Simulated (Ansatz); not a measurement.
## CaO (Fm-3m):C_O, thermodynamic levels from a 54-atom cell

Aim: at which Fermi levels does C_O in CaO (Fm-3m) change its charge? The model is a cell of 54 host atoms with 1 O taken out and 1 C put in.

Calculated with Ansatz 0.2.0; place-levels on r2SCAN runs: charge-transition levels and formation energies with image-charge correction and potential alignment at the atomic sites; PAW set soft_1.

## 1. The starting structure

The cell holds 54 atoms: 27 Ca, 26 O and 1 C. Cell: a = 10.173 Å, b = 10.173 Å, c = 10.173 Å, α = 60.0°, β = 60.0°, γ = 60.0°. It derives from CaO (space group Fm-3m). Nearest the centre at fractional (0.500, 0.500, 0.500): C28 at 0.00 Å, Ca47 at 2.40 Å, Ca51 at 2.40 Å, Ca35 at 2.40 Å, Ca33 at 2.40 Å, Ca45 at 2.40 Å, Ca29 at 2.40 Å, O24 at 3.39 Å.

As a file:

```xyz
54
Lattice="0.0000 7.1931 7.1931 7.1931 0.0000 7.1931 7.1931 7.1931 0.0000" Properties=species:S:1:pos:R:3 pbc="T T T"
Ca    0.0000    0.0000    0.0000
O     2.3977    2.3977    2.3977
Ca    2.3977    2.3977    0.0000
O     4.7954    4.7954    2.3977
Ca    4.7954    4.7954    0.0000
O     7.1931    7.1931    2.3977
Ca    2.3977    0.0000    2.3977
O     4.7954    2.3977    4.7954
Ca    4.7954    2.3977    2.3977
O     7.1931    4.7954    4.7954
Ca    7.1931    4.7954    2.3977
O     9.5908    7.1931    4.7954
Ca    4.7954    0.0000    4.7954
O     7.1931    2.3977    7.1931
Ca    7.1931    2.3977    4.7954
O     9.5908    4.7954    7.1931
Ca    9.5908    4.7954    4.7954
O    11.9885    7.1931    7.1931
Ca    0.0000    2.3977    2.3977
O     2.3977    4.7954    4.7954
Ca    2.3977    4.7954    2.3977
O     4.7954    7.1931    4.7954
Ca    4.7954    7.1931    2.3977
O     7.1931    9.5908    4.7954
Ca    2.3977    2.3977    4.7954
O     4.7954    4.7954    7.1931
Ca    4.7954    4.7954    4.7954
C     7.1931    7.1931    7.1931
Ca    7.1931    7.1931    4.7954
O     9.5908    9.5908    7.1931
Ca    4.7954    2.3977    7.1931
O     7.1931    4.7954    9.5908
Ca    7.1931    4.7954    7.1931
O     9.5908    7.1931    9.5908
Ca    9.5908    7.1931    7.1931
O    11.9885    9.5908    9.5908
Ca    0.0000    4.7954    4.7954
O     2.3977    7.1931    7.1931
Ca    2.3977    7.1931    4.7954
O     4.7954    9.5908    7.1931
Ca    4.7954    9.5908    4.7954
O     7.1931   11.9885    7.1931
Ca    2.3977    4.7954    7.1931
O     4.7954    7.1931    9.5908
Ca    4.7954    7.1931    7.1931
O     7.1931    9.5908    9.5908
Ca    7.1931    9.5908    7.1931
O     9.5908   11.9885    9.5908
Ca    4.7954    4.7954    9.5908
O     7.1931    7.1931   11.9885
Ca    7.1931    7.1931    9.5908
O     9.5908    9.5908   11.9885
Ca    9.5908    9.5908    9.5908
O    11.9885   11.9885   11.9885
```

Known beforehand: the electronic dielectric constant, 3.85, and the static one, 16.67, computed on the host (DFPT, PBEsol, on the r2SCAN cell), and a cell off the functional's own equilibrium shifts the ionic part.

The cell's shortest repeat is 10.2 Å.

## 2. Charge states

Levels follow from differences of total energies between charge states, each relaxed by itself.

Random displacements of about 0.05 Å break the site symmetry at the start, so that the relaxation can reach a distorted minimum if there is one. Forces are taken at one point at (¼, ¼, ¼). The cell holds 2 electrons more than the neutral one, with a uniform background that keeps it neutral on the whole.

The sampling was tested on the host first: at the k-points planned (1x1x1 shifted 0.25 0.25 0.25) its energy lies 0.005 eV an atom from the dense-mesh value, under the bound of 0.02 eV set for this test; that bounds the host's error, not the defect's.

One of the inputs; charge, spin and start change from state to state.

qm2.relax/input.yaml

```yaml
crystal:
  lattice:
    - [0.0, 2.39769239, 2.39769239]
    - [2.39769239, 0.0, 2.39769239]
    - [2.39769239, 2.39769239, 0.0]
  atoms:
    - { symbol: Ca, position: [0.0, 0.0, 0.0] }
    - { symbol: O, position: [0.5, 0.5, 0.5] }
  supercell: [3, 3, 3]
  defects: [{ substitution: { at: 27, symbol: C } }]
total_charge: -2
basis:
  ecutwfc: 500
  xc_grid: 2
hamiltonian:
  xc: r2scan
  pseudopotentials: { kind: paw, azcp: { folder: soft_1 } }
kpoints:
  mp_grid: { grid: [1, 1, 1], shift: [0.25, 0.25, 0.25] }
scf:
  occupations: { method: fixed }
  max_iter: 100
output:
  forces: true
  charged_corrections: { epsilon: 3.85, static_epsilon: 16.67 }
relax:
  f_tol: 0.02
  max_steps: 80
  random_displacement: { amplitude: 0.05, seed: 4486 }
checkpoint:
  write: "../qm2.relax.run"
  compress: false
  write_wavefunctions: true
  write_every: 100000
```

The run is started by

```
ansatz run input.yaml --threads 4 --pin off --max-ram 15073MiB --backend cpu --events-out ev --progress --plain --runs-dir out
```

The relaxed structure is kept and the sampling changed to a 2×2×2 shifted mesh.

The run of this state that the levels use, under r2SCAN:

qm2.point/input.yaml

```yaml
crystal:
  checkpoint: "../qm2.relax.run"
  host: checkpoint
total_charge: -2
basis:
  ecutwfc: 500
  xc_grid: 2
hamiltonian:
  xc: r2scan
  pseudopotentials: { kind: paw, azcp: { folder: soft_1 } }
kpoints:
  mp_grid: { grid: [2, 2, 2], shift: [0.5, 0.5, 0.5] }
scf:
  occupations: { method: fermi_dirac, width: 0.01 }
  max_iter: 100
output:
  forces: true
  eigenvalues: true
  charged_corrections:
    epsilon: 3.85
    static_epsilon: 16.67
    defect_position: [0.5, 0.5, 0.5]
  eigenstates: { localisation: true }
  populations: true
checkpoint:
  read: "../qm2.relax.run"
  write: "../qm2.point.run"
  compress: false
  write_wavefunctions: false
  write_every: 100000
```

Relaxations under r2SCAN at one point at (¼, ¼, ¼); times on 4 threads of Arm Neoverse V1, shared host:

```tsv
charge	moment (μB)	occupations	outcome	steps	largest displacement against the far atoms (Å)	time
−2	0	fixed	converged	7	0.08	1.8 min
−1	1	fixed	converged	9	0.07	12 min
0	0	fixed	not converged	-	-	99 s
0	0	fermi-dirac	converged	6	0.08	2.6 min
0	2	fixed	converged	5	0.08	3.9 min
+1	1	fixed	converged	5	0.14	7.5 min
+1	3	fixed	converged	4	0.15	2.9 min
```

Single points under r2SCAN at a 2×2×2 shifted mesh; times on 4 threads of Arm Neoverse V1, shared host:

```tsv
charge	moment (μB)	occupations	outcome	time
−2	0	fermi-dirac	converged	1.8 min
−1	1	fermi-dirac	converged	5.3 min
0	0	fermi-dirac	converged	2.1 min
0	2	fermi-dirac	converged	5 min
+1	1	fermi-dirac	converged	5 min
+1	3	fermi-dirac	converged	4.1 min
```

Distances (Å) from C28 to the nearest atoms after relaxation with r2SCAN:

```tsv
charge	moment (μB)	1.	2.	3.	4.	5.	6.
−2	0	Ca 2.37	Ca 2.37	Ca 2.37	Ca 2.37	Ca 2.37	Ca 2.37
−1	1	Ca 2.37	Ca 2.37	Ca 2.44	Ca 2.44	Ca 2.44	Ca 2.44
0	0	Ca 2.47	Ca 2.47	Ca 2.47	Ca 2.47	Ca 2.47	Ca 2.47
0	2	Ca 2.47	Ca 2.47	Ca 2.48	Ca 2.48	Ca 2.48	Ca 2.48
+1	1	Ca 2.54	Ca 2.54	Ca 2.54	Ca 2.54	Ca 2.54	Ca 2.54
+1	3	Ca 2.54	Ca 2.54	Ca 2.54	Ca 2.54	Ca 2.54	Ca 2.54
```

## 3. place-levels, r2SCAN

A charged cell interacts with its images and the background, and its potential has another zero than the host's. place-levels removes the first by a point-charge model, screened by the static dielectric constant since the ions have relaxed around the charge, and the second by comparing potentials at atoms far from the defect.

The host is a run of the defect-free crystal in the same cutoffs, grids and k-points, so that basis and sampling errors cancel in part in the differences. The host is run in a cell of 2 atoms on a matching mesh. Its band edges are searched through the zone by a band path, so the gap is smaller than, or equal to, that on the mesh. Chemical potentials are energies per atom of O (O2 molecule) and C (diamond), run with the same functional and cutoff. Carbon is taken as diamond, which semilocal functionals can put about 0.1 eV an atom over graphite.

levels.point.yaml

```yaml
host:
  run: host.point.run
states: [qm2.point.run, qm1_M1.point.run, q0.point.run, q0_M2.point.run, qp1_M1.point.run, qp1_M3.point.run]
geometry_from:
  qm2.point.run: qm2.relax.run
  qm1_M1.point.run: qm1_M1.relax.run
  q0.point.run: q0.relax_smeared.run
  q0_M2.point.run: q0_M2.relax.run
  qp1_M1.point.run: qp1_M1.relax.run
  qp1_M3.point.run: qp1_M3.relax.run
chemical_potentials:
  O:
    energy: -565.989614
    dataset: <sha256 of the dataset>
  C:
    energy: -251.553391
    dataset: "<sha256 of the dataset>"
epsilon: 3.85
static_epsilon: 16.67
vertical:
  - { from: qm2.point.run, to: qm2.point_neutral.run }
  - { from: qm1_M1.point.run, to: qm1_M1.point_neutral.run }
  - { from: qp1_M1.point.run, to: qp1_M1.point_neutral.run }
  - { from: qp1_M3.point.run, to: qp1_M3.point_neutral.run }
```

The run is started by

```
ansatz place-levels levels.point.yaml -- --threads 4 --pin off --max-ram 15073MiB
```

Numbers of over 12 decimals in the logs are rounded to 6 here.

Log:

```text
[... repeated set-up lines and file paths are left out, and long positions are rounded to six places ...]
(+1/0) 1.629 eV above the valence edge, 2.569 eV under the conduction edge
(0/-1) 2.633 eV above the valence edge, 1.564 eV under the conduction edge
(-1/-2) 3.635 eV above the valence edge, 0.562 eV under the conduction edge
formation energy of charge +1: +7.530 eV with the Fermi level at the valence edge
formation energy of charge 0: +9.158 eV with the Fermi level at the valence edge
formation energy of charge -1: +11.792 eV with the Fermi level at the valence edge
formation energy of charge -2: +15.427 eV with the Fermi level at the valence edge
vertical -2 to 0: no energy, since no alignment is typed
  the change from vertical[0].from (qm2.point.run) to vertical[0].to (qm2.point_neutral.run): by its potential at epsilon 3.85 it stands at 0.500 0.500 0.500, with an rms radius of about 2.1 Å (1.2 1.2 1.2 Å across the planes of the cell's vectors); [...]
vertical -1 to 0: no energy, since no alignment is typed
  the change from vertical[1].from (qm1_M1.point.run) to vertical[1].to (qm1_M1.point_neutral.run): by its potential at epsilon 3.85 it stands at 0.500 0.500 0.500, with an rms radius of about 2.1 Å (1.2 1.2 1.1 Å across the planes of the cell's vectors); [...]
vertical +1 to 0: no energy, since no alignment is typed
  the change from vertical[2].from (qp1_M1.point.run) to vertical[2].to (qp1_M1.point_neutral.run): by its potential at epsilon 3.85 it stands at 0.500 0.499 0.500, with an rms radius of about 1.4 Å (0.8 0.8 0.8 Å across the planes of the cell's vectors); [...]
vertical +1 to 0: no energy, since no alignment is typed
  the change from vertical[3].from (qp1_M3.point.run) to vertical[3].to (qp1_M3.point_neutral.run): by its potential at epsilon 3.85 it stands at 0.501 0.499 0.500, with an rms radius of about 1.2 Å (0.7 0.7 0.7 Å across the planes of the cell's vectors); [...]
  edges by r2scan, gap 4.197 eV; the host is sampled to repeats of 20.35 Å
  the defect's cells are sampled to repeats of 20.35 Å, like sampling
  charge +1: -64326.0020 eV with its correction of +0.181 eV, at epsilon 16.67, aligned at sites: +0.0433 eV, mean over 21 atomic sites at or beyond 5.09 Å from the defect at [0.5000, 0.5000, 0.5000], with +0.000000 for the charge's moments and without [...]
  charge 0: +0.000 eV for its dipole among its images, +0.000 omitted
  charge -1: -64306.8662 eV with its correction of +0.123 eV, at epsilon 16.67, aligned at sites: +0.0143 eV, mean over 21 atomic sites at or beyond 5.09 Å from the defect at [0.5000, 0.5000, 0.5000], with +0.000000 for the charge's moments and without [...]
  charge -2: -64295.7942 eV with its correction of +0.552 eV, at epsilon 16.67, aligned at sites: -0.0009 eV, mean over 21 atomic sites at or beyond 5.09 Å from the defect at [0.5000, 0.5000, 0.5000], with +0.000000 for the charge's moments and without [...]
  charge +1: states[4] (qp1_M1.point.run) stands 0.572 eV higher, with a moment of 1.00 μB against 3.00
  charge 0: states[2] (q0.point.run) stands 1.237 eV higher, with a moment of 0.00 μB against 2.00
  states[2] (q0.point.run): levels filled in part (TS 0.025 eV): its energy is of no whole electron's
  of states[5] (qp1_M3.point.run): its alignment with the host at atomic sites is doubtful: the cell is too small to show whether the defect's potential has decayed: take a larger one; stability_check_not_made
  of states[3] (q0_M2.point.run): its alignment with the host at atomic sites is doubtful: the cell is too small to show whether the defect's potential has decayed: take a larger one; stability_check_not_made
  of states[1] (qm1_M1.point.run): its alignment with the host at atomic sites is doubtful: the cell is too small to show whether the defect's potential has decayed: take a larger one; stability_check_not_made
  of states[0] (qm2.point.run): it parts from the run that its charge is read beside by 2 carriers, of which the mean alone is read, by its potential at epsilon 3.85, taken for that of held ions (one typed too small widens it): that is narrow, but one of them [...]
  of states[4] (qp1_M1.point.run): its alignment with the host at atomic sites is doubtful: the cell is too small to show whether the defect's potential has decayed: take a larger one; stability_check_not_made
  of states[2] (q0.point.run): its alignment with the host at atomic sites is doubtful: the cell is too small to show whether the defect's potential has decayed: take a larger one
  of vertical[0].from (qm2.point.run): it parts from the run that its charge is read beside by 2 carriers, of which the mean alone is read, by its potential at epsilon 3.85, taken for that of held ions (one typed too small widens it): that is narrow, but one [...]
  vertical[0].to (qm2.point_neutral.run): levels filled in part (TS 0.024 eV): its energy is of no whole electron's
  of vertical[1].from (qm1_M1.point.run): stability_check_not_made
  vertical[1].to (qm1_M1.point_neutral.run): levels filled in part (TS 0.024 eV): its energy is of no whole electron's
  of vertical[2].from (qp1_M1.point.run): stability_check_not_made
  vertical[2].to (qp1_M1.point_neutral.run): levels filled in part (TS 0.026 eV): its energy is of no whole electron's
  of vertical[3].from (qp1_M3.point.run): stability_check_not_made
  vertical[3].to (qp1_M3.point_neutral.run): levels filled in part (TS 0.026 eV): its energy is of no whole electron's
```

Elapsed: 0.67 s, on 4 threads of Arm Neoverse V1, shared host.

Levels between the charges placed, in eV above the valence top:

```tsv
	gap (eV)	(+1/0)	(0/−1)	(−1/−2)
r2SCAN	4.20	1.63	2.63	3.64
```

Corrections by state:

```tsv
charge	moment (μB)	image terms and alignment (eV)	band filling (eV)	ε used	over the lowest of its charge, as the program ranks them, band filling apart (eV)
+1	3.0	0.181	-	16.67	0.000
0	2.0	0.000	-	-	0.000
−1	1.0	0.123	-	16.67	0.000
−2	0.0	0.552	-	16.67	0.000
+1	1.0	0.180	-	16.67	0.572
0	0.0	0.000	-	-	1.237
```

The charged structures listed were also run neutral, and place-levels reads from each pair, by the potential or the spins, how wide the charge is by which they differ; that can be the carrier of either run.

```tsv
charge	rms radius (Å)	spread where it is widest against the cell (Å)	wide from (Å)	reading
+1	1.2	0.70	1.44	narrow
−1	2.1	1.21	1.44	narrow
−2	2.1	1.19	1.44	narrow
```

The neutral runs of these pairs need not share the spin of the lowest neutral state, and very wide values only mean spread over the cell.

From the program's caveats on the states, each cut to its opening words:

- charge +1 (3 μB), 0 (2 μB), −1 (1 μB), −2, +1 (1 μB), 0: its alignment with the host at atomic sites is doubtful: the cell is too small to show whether the defect's potential has decayed: take a larger one
- charge +1 (3 μB), 0 (2 μB), −1 (1 μB), +1 (1 μB): flagged: stability check not made
- charge −2: it parts from the run that its charge is read beside by 2 carriers, of which the mean alone is read, by its potential at epsilon 3.85, taken for that of held [...]

The host's formation energy from the elements is -3.216 eV per atom; it sets how far the chemical potentials can move.

Limit set by the element alone; other compounds of these elements are not counted. Chemical potentials from the elements' reference states: Ca 0.00 eV, O -6.43 eV, C 0.00 eV. Formation energy by charge state (Ca-rich; gap 4.20 eV):

```tsv
charge	at valence top (eV)	at conduction bottom (eV)	correction included (eV)
+1	1.10	5.29	0.18
0	2.73	2.73	0.00
−1	5.36	1.16	0.12
−2	8.99	0.60	0.55
```

```csv
Fermi level (eV),lowest formation energy (eV)
0.00,1.10
0.38,1.48
0.76,1.86
1.14,2.24
1.53,2.62
1.91,2.73
2.29,2.73
2.67,2.69
3.05,2.31
3.43,1.92
3.82,1.36
4.20,0.60
```

Limit set by the element alone; other compounds of these elements are not counted. Chemical potentials from the elements' reference states: O 0.00 eV, Ca -6.43 eV, C 0.00 eV. Formation energies (O-rich), with the Fermi level at the valence top and at the conduction bottom (gap 4.20 eV):

```tsv
charge	at valence top (eV)	at conduction bottom (eV)	correction included (eV)
+1	7.53	11.73	0.18
0	9.16	9.16	0.00
−1	11.79	7.59	0.12
−2	15.43	7.03	0.55
```

Fermi level (eV), lowest formation energy (eV) and a bar from the least value:
```
     0.00       7.53 #######
     0.38       7.91 ############
     0.76       8.29 ##################
     1.14       8.67 #######################
     1.53       9.05 #############################
     1.91       9.16 ##############################
     2.29       9.16 ##############################
     2.67       9.12 #############################
     3.05       8.74 ########################
     3.43       8.36 ###################
     3.82       7.79 ###########
     4.20       7.03
```

## 4. What came out

```json
{
 "gap of the host": "4.20 eV (r2SCAN)",
 "level (plus 1/0)": "1.63 eV above the valence top",
 "level (0/minus 1)": "2.63 eV above the valence top",
 "level (minus 1/minus 2)": "3.64 eV above the valence top",
 "lowest of the charges placed, just above the valence top (0.02 eV)": "+1",
 "lowest of the charges placed, just below the conduction bottom (0.02 eV)": "−2",
 "lowest formation energy at mid-gap of the charges run, Ca-rich": "2.73 eV",
 "lowest formation energy at mid-gap of the charges run, O-rich": "9.16 eV"
}
```

**Reading.** Of the charges placed (−2, −1, 0 and +1), the lowest changes at 1.63 eV (+1/0), 2.63 eV (0/−1) and 3.64 eV (−1/−2) above the valence top, in a gap of 4.20 eV. Charges above +1 and below −2 were not placed, so these runs say nothing of levels that involve them. States placed: +1 at 3 μB and 1 μB; 0 at 2 μB and 0 μB; −1 at 1 μB; −2 at 0 μB. Other spin states or structures, where not listed, weren't placed. C is taken at its element; compounds, which aren't counted here, bound the chemical potentials and would shift these formation energies. The program doubts the alignment of potentials for at least one state, a sign that the cell is small. Limits: r2SCAN makes the gap too small and tends to spread out bound carriers; where a gas molecule sets a chemical potential or the host's formation energy, its binding is uncorrected.

[Logs are printed without paths, hosts, clocks, repeated set-up lines and the standing remarks that a program may print on its own settings, such as how far it seeks lower states.]

[Hosts, paths, dates, database ids (printed as entryN), source tags and the programs' standing remarks are cut or masked in the printed files.]

[Where a table of states has a column of steps, it counts the stored structures, which are thinned; the runs took as many ionic steps or more.]

[A defect's name tells the site on which it was built; relaxed atoms can leave that site.]

[For some hosts the program warned that the k-mesh of the response run may be too coarse for force constants and the static dielectric constant; such warnings are not shown here.]
